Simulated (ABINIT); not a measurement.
## Beyond one shot: Al2O3 (Corundum)

Aim: iterate the self-energy on Al2O3 (Corundum) and follow the gap from cycle to cycle.

Program: ABINIT 10.8.3. Level of theory: PBE and many-body steps on it, plane waves. Results are calculated unless marked as measured.

**The experiments to reproduce.**

- Gap 8.7 eV: optical band gap of host from absorption; optical absorption, quoted from earlier work; bulk crystal (high-purity reference sample) (quoted in “Multi-petahertz electron interference in Cr:Al2O3 solid-state material”, 2018, pmc:5906618).

**1. Starting point**

Symmetry: R-3c, No. 167, trigonal system. Conventional cell: a = 4.760 Å, b = 4.760 Å, c = 12.996 Å, α = 90.00°, β = 90.00°, γ = 120.00°. Al has 6 O at 1.85 to 1.97 Å nearest. Nearest to O lie 4 Al at 1.85 to 1.97 Å. Farther neighbours and most contacts between anions are not listed.

As a file:

```cif
data_structure
_symmetry_space_group_name_H-M 'R-3c:H'
_symmetry_Int_Tables_number 167
_cell_length_a 4.7605
_cell_length_b 4.7605
_cell_length_c 12.9956
_cell_angle_alpha 90.000
_cell_angle_beta 90.000
_cell_angle_gamma 120.000
_cell_volume 255.05
loop_
_atom_site_label
_atom_site_type_symbol
_atom_site_symmetry_multiplicity
_atom_site_Wyckoff_symbol
_atom_site_fract_x
_atom_site_fract_y
_atom_site_fract_z
_atom_site_occupancy
Al1 Al 12 c 0.66667 0.33333 0.18549 1
O1 O 18 e 0.64001 0.66667 0.41667 1
```

The cell and positions come from the Crystallography Open Database and are kept as given unless a step says otherwise.

**2. Empty states on the mesh, 4×4×4 mesh, 112 bands**

This step: ABINIT 10.8.3; DFT, PBE, plane waves, norm-conserving pseudopotentials.

The sums over transitions need many empty states on a uniform mesh; this step solves for them.

File run.abi:

```
acell 3*1.0 Angstrom
rprim 
  2.380249999995 1.374237978213 4.331866666707
  -2.380249999995 1.374237978213 4.331866666707
  -0.000000000000 -2.748475956495 4.331866666685
ntypat 2
znucl 13 8
natom 10
typat 1 1 1 1 2 2 2 2 2 2
xred 
  0.352160000000 0.352160000000 0.352160000000
  0.147840000000 0.147840000000 0.147840000000
  0.647840000000 0.647840000000 0.647840000000
  0.852160000000 0.852160000000 0.852160000000
  0.556680000000 0.943320000000 0.250000000000
  0.250000000000 0.556680000000 0.943320000000
  0.943320000000 0.250000000000 0.556680000000
  0.443320000000 0.056680000000 0.750000000000
  0.750000000000 0.443320000000 0.056680000000
  0.056680000000 0.750000000000 0.443320000000
pp_dirpath "pseudos"
pseudos "Al.upf, O.upf"
ecut 36
ngkpt 4 4 4
nshiftk 1
shiftk 0 0 0
kptopt 1
chksymbreak 0
iscf -2
irdden 1
istwfk *1
nband 112
nbdbuf 10
tolwfr 1e-09
nstep 60
prtvol 0
indata_prefix "in"
outdata_prefix "out"
tmpdata_prefix "tmp"
```

Run with:

```console
$ OMP_NUM_THREADS=1 mpirun -n 8 abinit run.abi > log
```

Numbers of over 12 decimals in the logs are rounded to 6 here.

The log of the run:

```text
.Version 10.8.3 of ABINIT. v10.8.2 released Aug 2026.

 Symmetries : space group R-3 c (#167); Bravais hR (rhombohedral)
[... echo of the input left out ...]
== DATASET  1 ==================================================================
-   mpi_nproc: 8, omp_nthreads: 1 (-1 if OMP is not activated)
-    --> not optimal distribution: autoparal keyword recommended in input file <--

--- !DatasetInfo
iteration_state: {dtset: 1, }
dimensions: {natom: 10, nkpt: 13, mband: 112, nsppol: 1, nspinor: 1, nspden: 1, mpw: 5940, }
cutoff_energies: {ecut:  36.0, pawecutdg:  -1.0, }
[...]
1.90915    1.90915    1.92351    1.97304    1.97304    1.98354    1.99253    2.01203
   2.01203    2.02392    2.02392    2.03167    2.08442    2.09351    2.09498    2.11630
 prteigrs : prtvol=0 or 1, do not print more k-points.

== END DATASET(S) ==============================================================
================================================================================

 -outvars: echo values of variables after computation  --------
            nband         112
             nkpt          13
          spgroup         167
 [... the other variables as echoed above ...]

 Calculation completed.
```

Run time: 1.8 min. Hardware: 8 MPI ranks of AMD EPYC 7R43, shared host; peak memory 0.82 GiB.

Numbers from this step:

```yaml
gap: 6.266 eV
k_of_the_valence_top: 0, 0, 0
k_of_the_conduction_bottom: 0, 0, 0
least_direct_gap: 6.266 eV
k_points_computed: 13
lowest_point_of_the_top_converged_band_above_the_valence_top: 47.10 eV
```

On this mesh the gap is 6.266 eV.

The density comes from a self-consistent run that is not shown.

**3. Screening, 4×4×4 mesh, 102 bands, screening to 106.1 eV**

The RPA dielectric matrix is built and inverted for each q.

This step: RPA screening on PBE, plane waves, norm-conserving pseudopotentials.

run.abi, as its differences from that of step 2:

```diff
@@ -28,10 +28,11 @@
 chksymbreak 0
-iscf -2
-irdden 1
 istwfk *1
-nband 112
-nbdbuf 10
-tolwfr 1e-09
-nstep 60
-prtvol 0
+occopt 1
+irdwfk 1
+optdriver 3
+nband 102
+ecuteps 3.9
+inclvkb 2
+awtr 1
+symchi 1
 indata_prefix "in"
```

The log of the run:

```text
.Version 10.8.3 of ABINIT. v10.8.2 released Aug 2026.

 Symmetries : space group R-3 c (#167); Bravais hR (rhombohedral)
[... echo of the input left out ...]
== DATASET  1 ==================================================================
-   mpi_nproc: 8, omp_nthreads: 1 (-1 if OMP is not activated)

--- !DatasetInfo
iteration_state: {dtset: 1, }
dimensions: {natom: 10, nkpt: 13, mband: 102, nsppol: 1, nspinor: 1, nspden: 1, mpw: 5940, }
cutoff_energies: {ecut:  36.0, pawecutdg:  -1.0, }
electrons: {nelect:   4.80000000E+01, charge:   0.00000000E+00, occopt:   1.00000000E+00, tsmear:   1.00000000E-02, }

 SCREENING: Calculation of the susceptibility and dielectric matrices

 Based on a program developped by R.W. Godby, V. Olevano, G. Onida, and L. Reining.
 Incorporated in ABINIT by V. Olevano, G.-M. Rignanese, and M. Torrent.
.Using double precision arithmetic ; gwpc =  8

[... cell and pseudopotentials left out ...]
--------------------------------------------------------------------------------

 ==== K-mesh for the wavefunctions ====
 Number of points in the irreducible wedge :    13
[... list of points left out ...]
 Together with 12 symmetry operations and time-reversal symmetry
 yields    64 points in the full Brillouin Zone.

 ==== Q-mesh for the screening function ====
 Number of points in the irreducible wedge :    13
[... list of points left out ...]
 Together with 12 symmetry operations and time-reversal symmetry
 yields    64 points in the full Brillouin Zone.

 setmesh: FFT mesh size selected  =    36x   36x   36
          total number of points  =        46656

 vcoul_init : cutoff-mode = AUXILIARY_FUNCTION
 q-points for optical limit:   1
     1)      0.000010    0.000020    0.000030

- screening: taking advantage of time-reversal symmetry
- Maximum band index for partially occupied states nbvw = 24
- Remaining bands to be divided among processors   nbcw = 78
- Number of bands treated by each node ~9

 Number of electrons calculated from density =   48.0000; Expected =   48.0000
 average of density, n =  0.083663
 r_s =    1.4184
 omega_plasma =   27.9012 [eV]

 calculating chi0 at frequencies [eV] :
  1    0.000000E+00    0.000000E+00
  2    0.000000E+00    2.790117E+01

--------------------------------------------------------------------------------
  q-point number  1        q = ( 0.000000, 0.000000, 0.000000) [r.l.u.]
--------------------------------------------------------------------------------
[... chi0 elements left out ...]
 For q-point:  0.000010 0.000020 0.000030
  dielectric constant =   3.0526
  dielectric constant without local fields =   3.2363

  Average fulfillment of the sum rule on Im[epsilon] for q-point    1 :     49.35  [%]
[... wings left out ...]
  q-point number  2        q = ( 0.250000, 0.000000, 0.000000) [r.l.u.]
--------------------------------------------------------------------------------
[... chi0 elements left out ...]
  Average fulfillment of the sum rule on Im[epsilon] for q-point    2 :     62.17  [%]

 [... 11 further q-points ...]
```

The job ended after 4.3 min (8 MPI ranks; peak memory 3.9 GiB).

This step gave:

| Quantity | Value |
| --- | --- |
| ε∞ with local fields, on this mesh, along the program's q direction | 3.053 |
| the same without local fields | 3.236 |
| plasma frequency | 27.90 eV |
| plane waves in the screening matrix | 205 |

Local fields lower ε∞ by 6 %.

**4. G0W0**

The self-energy is evaluated for the states that the input lists, and the levels follow from it, in one-shot runs by the linearised quasiparticle equation.

This step: G0W0 on PBE, plane waves, norm-conserving pseudopotentials.

run.abi, as its differences from that of step 3:

```diff
@@ -31,8 +31,15 @@
 irdwfk 1
-optdriver 3
+optdriver 4
 nband 102
+gwcalctyp 0
+ecutsigx 36
+symsigma 1
+nkptgw 1
+kptgw 
+  0.0000000000 0.0000000000 0.0000000000
+bdgw 
+  22 26
 ecuteps 3.9
-inclvkb 2
-awtr 1
-symchi 1
+irdscr 1
+ppmodel 1
 indata_prefix "in"
```

The log of the run:

```text
.Version 10.8.3 of ABINIT. v10.8.2 released Aug 2026.

 Symmetries : space group R-3 c (#167); Bravais hR (rhombohedral)
[... echo of the input left out ...]
== DATASET  1 ==================================================================
-   mpi_nproc: 8, omp_nthreads: 1 (-1 if OMP is not activated)

--- !DatasetInfo
iteration_state: {dtset: 1, }
dimensions: {natom: 10, nkpt: 13, mband: 102, nsppol: 1, nspinor: 1, nspden: 1, mpw: 5940, }
cutoff_energies: {ecut:  36.0, pawecutdg:  -1.0, }
electrons: {nelect:   4.80000000E+01, charge:   0.00000000E+00, occopt:   1.00000000E+00, tsmear:   1.00000000E-02, }

 SIGMA: Calculation of the GW corrections

 Based on a program developped by R.W. Godby, V. Olevano, G. Onida, and L. Reining.
 Incorporated in ABINIT by V. Olevano, G.-M. Rignanese, and M. Torrent.
.Using double precision arithmetic ; gwpc =  8

[... cell and pseudopotentials left out ...]
--------------------------------------------------------------------------------

 ==== K-mesh for the wavefunctions ====
 Number of points in the irreducible wedge :    13
[... list of points left out ...]
 Together with 12 symmetry operations and time-reversal symmetry
 yields    64 points in the full Brillouin Zone.

 ==== Q-mesh for screening function ====
 Number of points in the irreducible wedge :    13
[... list of points left out ...]
 Together with 12 symmetry operations and time-reversal symmetry
 yields    64 points in the full Brillouin Zone.

 vcoul_init : cutoff-mode = AUXILIARY_FUNCTION
 q-points for optical limit:   1
     1)      0.000010    0.000020    0.000030
 setmesh: FFT mesh size selected  =    54x   54x   54
          total number of points  =       157464

 Number of electrons calculated from density =   48.0000; Expected =   48.0000
 average of density, n =  0.083663
 r_s =    1.4184
 omega_plasma =   27.9012 [eV]

 === KS Band Gaps ===
  >>>> For spin  1
   Minimum direct gap =   6.2663 [eV], located at k-point      :   0.0000  0.0000  0.0000
   Fundamental gap    =   6.2663 [eV], Top of valence bands at :   0.0000  0.0000  0.0000
                                       Bottom of conduction at :   0.0000  0.0000  0.0000
 SIGMA fundamental parameters:
 PLASMON POLE MODEL  1
 number of plane-waves for SigmaX                 5879
 number of plane-waves for SigmaC and W            205
 number of plane-waves for wavefunctions          5879
 number of bands                                   102
 number of independent spin polarizations            1
 number of spinorial components                      1
 number of k-points in IBZ                          13
 number of q-points in IBZ                          13
 number of symmetry operations                      12
 number of k-points in BZ                           64
 number of q-points in BZ                           64
 number of frequencies for dSigma/dE                 9
 frequency step for dSigma/dE [eV]                0.25
 number of omega for Sigma on real axis              0
 max omega for Sigma on real axis  [eV]           0.00
 zcut for avoiding poles [eV]                     0.10

 EPSILON^-1 parameters (SCR file):
 dimension of the eps^-1 matrix on file            205
 dimension of the eps^-1 matrix used               205
 number of plane-waves for wavefunctions          5879
 number of bands                                   102
 number of q-points in IBZ                          13
 number of frequencies                               2
 number of real frequencies                          1
 number of imag frequencies                          1

 matrix elements of self-energy operator (all in [eV])

 Perturbative Calculation

--- !SelfEnergy_ee
iteration_state: {dtset: 1, }
kpoint     : [   0.000,    0.000,    0.000, ]
spin       : 1
KS_gap     :    6.266
QP_gap     :    8.426
Delta_QP_KS:    2.159
data: !SigmaeeData |
     Band     E0 <VxcDFT>   SigX SigC(E0)      Z dSigC/dE  Sig(E)    E-E0       E
       22   5.137 -20.467 -25.963   4.529   0.820  -0.220 -21.260  -0.793   4.344
       23   5.137 -20.467 -25.963   4.529   0.820  -0.220 -21.260  -0.793   4.344
       24   5.182 -20.398 -25.833   4.453   0.821  -0.217 -21.204  -0.807   4.375
       25  11.448 -13.779  -8.892  -3.309   0.857  -0.166 -12.426   1.353  12.800
       26  14.369 -11.423  -6.101  -3.670   0.863  -0.158  -9.997   1.427  15.796

== END DATASET(S) ==============================================================
================================================================================

 -outvars: echo values of variables after computation  --------
           etotal      0.0000000000E+00
            nband         102
             nkpt          13
          spgroup         167
 [... the other variables as echoed above ...]

 Calculation completed.
```

Run time: 13 s. Hardware: 8 MPI ranks; peak memory 2.1 GiB; 97 s of CPU time.

Numbers from this step:

```
G0W0 gap on the points computed              : 8.425 eV
starting gap on the mesh                     : 6.266 eV
k of the valence top                         : 0, 0, 0
k of the conduction bottom                   : 0, 0, 0
Z at the valence top                         : 0.821
Z at the conduction bottom                   : 0.857
least direct G0W0 gap on the computed points : 8.425 eV
```

The gap on the mesh goes from 6.27 eV to 8.43 eV, a correction of +2.16 eV.

**5. evGW0, cycle 1**

This step: evGW0 on PBE, plane waves, norm-conserving pseudopotentials.

run.abi, as its differences from that of step 4:

```diff
@@ -33,10 +33,34 @@
 nband 102
-gwcalctyp 0
+gwcalctyp 10
 ecutsigx 36
 symsigma 1
-nkptgw 1
+nkptgw 13
 kptgw 
   0.0000000000 0.0000000000 0.0000000000
+  0.2500000000 0.0000000000 0.0000000000
+  0.5000000000 0.0000000000 0.0000000000
+  0.2500000000 0.2500000000 0.0000000000
+  0.5000000000 0.2500000000 0.0000000000
+  -0.2500000000 0.2500000000 0.0000000000
+  0.5000000000 0.5000000000 0.0000000000
+  0.2500000000 0.2500000000 0.2500000000
+  0.5000000000 0.2500000000 0.2500000000
+  -0.2500000000 0.2500000000 0.2500000000
+  0.5000000000 0.5000000000 0.2500000000
+  -0.2500000000 0.5000000000 0.2500000000
+  0.5000000000 0.5000000000 0.5000000000
 bdgw 
-  22 26
+  7 34
+  7 34
+  7 34
+  7 34
+  7 34
+  7 34
+  7 34
+  7 34
+  7 34
+  7 34
+  7 34
+  7 34
+  7 34
 ecuteps 3.9
```

The log of the run:

```text
.Version 10.8.3 of ABINIT. v10.8.2 released Aug 2026.

 Symmetries : space group R-3 c (#167); Bravais hR (rhombohedral)
[... echo of the input left out ...]
== DATASET  1 ==================================================================
-   mpi_nproc: 8, omp_nthreads: 1 (-1 if OMP is not activated)

--- !DatasetInfo
iteration_state: {dtset: 1, }
dimensions: {natom: 10, nkpt: 13, mband: 102, nsppol: 1, nspinor: 1, nspden: 1, mpw: 5940, }
cutoff_energies: {ecut:  36.0, pawecutdg:  -1.0, }
electrons: {nelect:   4.80000000E+01, charge:   0.00000000E+00, occopt:   1.00000000E+00, tsmear:   1.00000000E-02, }

 SIGMA: Calculation of the GW corrections

 Based on a program developped by R.W. Godby, V. Olevano, G. Onida, and L. Reining.
 Incorporated in ABINIT by V. Olevano, G.-M. Rignanese, and M. Torrent.
.Using double precision arithmetic ; gwpc =  8

[... cell and pseudopotentials left out ...]
--------------------------------------------------------------------------------

 ==== K-mesh for the wavefunctions ====
 Number of points in the irreducible wedge :    13
[... list of points left out ...]
 Together with 12 symmetry operations and time-reversal symmetry
 yields    64 points in the full Brillouin Zone.

 ==== Q-mesh for screening function ====
 Number of points in the irreducible wedge :    13
[... list of points left out ...]
 Together with 12 symmetry operations and time-reversal symmetry
 yields    64 points in the full Brillouin Zone.

 vcoul_init : cutoff-mode = AUXILIARY_FUNCTION
 q-points for optical limit:   1
     1)      0.000010    0.000020    0.000030
 setmesh: FFT mesh size selected  =    54x   54x   54
          total number of points  =       157464

 Number of electrons calculated from density =   48.0000; Expected =   48.0000
[...]
spin       : 1
KS_gap     :   10.398
QP_gap     :   13.121
Delta_QP_KS:    2.723
data: !SigmaeeData |
     Band     E_DFT   <VxcDFT>   E(N-1)  <Hhartree>   SigX  SigC[E(N-1)]    Z     dSigC/dE  Sig[E(N)]  DeltaE  E(N)_pert E(N)_diago
[...]
--- !SelfEnergy_ee
iteration_state: {dtset: 1, }
kpoint     : [   0.500,    0.500,    0.500, ]
spin       : 1
KS_gap     :    9.087
QP_gap     :   11.615
Delta_QP_KS:    2.528
data: !SigmaeeData |
     Band     E_DFT   <VxcDFT>   E(N-1)  <Hhartree>   SigX  SigC[E(N-1)]    Z     dSigC/dE  Sig[E(N)]  DeltaE  E(N)_pert E(N)_diago
[...]
33    17.922   -13.553    17.922    31.475    -7.246    -3.871     0.848    -0.179   -11.486     2.067    19.989    20.578
       34    17.922   -13.553    17.922    31.475    -7.246    -3.871     0.848    -0.179   -11.486     2.067    19.989    20.578

 New Fermi energy :        3.165046E-01 Ha ,    8.612529E+00 eV

 === QP Band Gaps ===
  >>>> For spin  1
   Minimum direct gap =   8.8261 [eV], located at k-point      :   0.0000  0.0000  0.0000
   Fundamental gap    =   8.8261 [eV], Top of valence bands at :   0.0000  0.0000  0.0000
                                       Bottom of conduction at :   0.0000  0.0000  0.0000

 writing QP data on file : out_QPS

 Convergence of QP corrections
 >>>>> For spin  1 <<<<<
.  kptgw no:  1; Maximum DeltaE = (   1.765  -0.000) for band index: 28
.  kptgw no:  2; Maximum DeltaE = (   1.611   0.000) for band index: 25
.  kptgw no:  3; Maximum DeltaE = (   1.827  -0.000) for band index: 25
[...]
.  kptgw no: 12; Maximum DeltaE = (   1.740   0.000) for band index: 26
.  kptgw no: 13; Maximum DeltaE = (  -0.881   0.000) for band index: 23

== END DATASET(S) ==============================================================
================================================================================

 -outvars: echo values of variables after computation  --------
           etotal      0.0000000000E+00
            nband         102
             nkpt          13
          spgroup         167
 [... the other variables as echoed above ...]

 Calculation completed.
```

Run time: 19 min. Hardware: 8 MPI ranks; peak memory 9.3 GiB.

Numbers from this step:

* quasiparticle gap on the mesh: 8.827 eV
* gap of the density functional on the mesh: 6.266 eV
* k of the valence top: 0, 0, 0
* k of the conduction bottom: 0, 0, 0
* Z at the valence top: 0.821
* Z at the conduction bottom: 0.857
* least direct quasiparticle gap on the computed points: 8.827 eV

Against G0W0 in ABINIT (4×4×4 mesh, 102 bands, screening to 106.1 eV, Godby-Needs plasmon pole), the gap moves by +0.402 eV. This first cycle still uses the starting levels; it takes the full correction, at all points of the mesh, and its linearised value is 8.425 eV.

(Continued in part 2 of 2.)

[Paths, hosts, dates, memory and timing lines, banners, echoed tables and standing remarks are left out of the program output.]

[Logs are printed without paths, hosts, clocks, repeated set-up lines and the standing remarks that a program may print on its own settings, such as how far it seeks lower states.]

[Runs of the session that timed out or met a known fault of the program may be left out.]

[Hosts, paths, dates, database ids (printed as entryN), source tags and the programs' standing remarks are cut or masked in the printed files.]

[G0W0 gaps are taken among the corrected bands and points alone; a level outside them can change the order at an edge.]

[Where Ansatz stands beside ABINIT at settings called matched, ABINIT's density can come from a denser mesh and the files from another edition; pairs whose starting gaps differed by over 0.03 eV were left out, so agreement reads better than it is.]
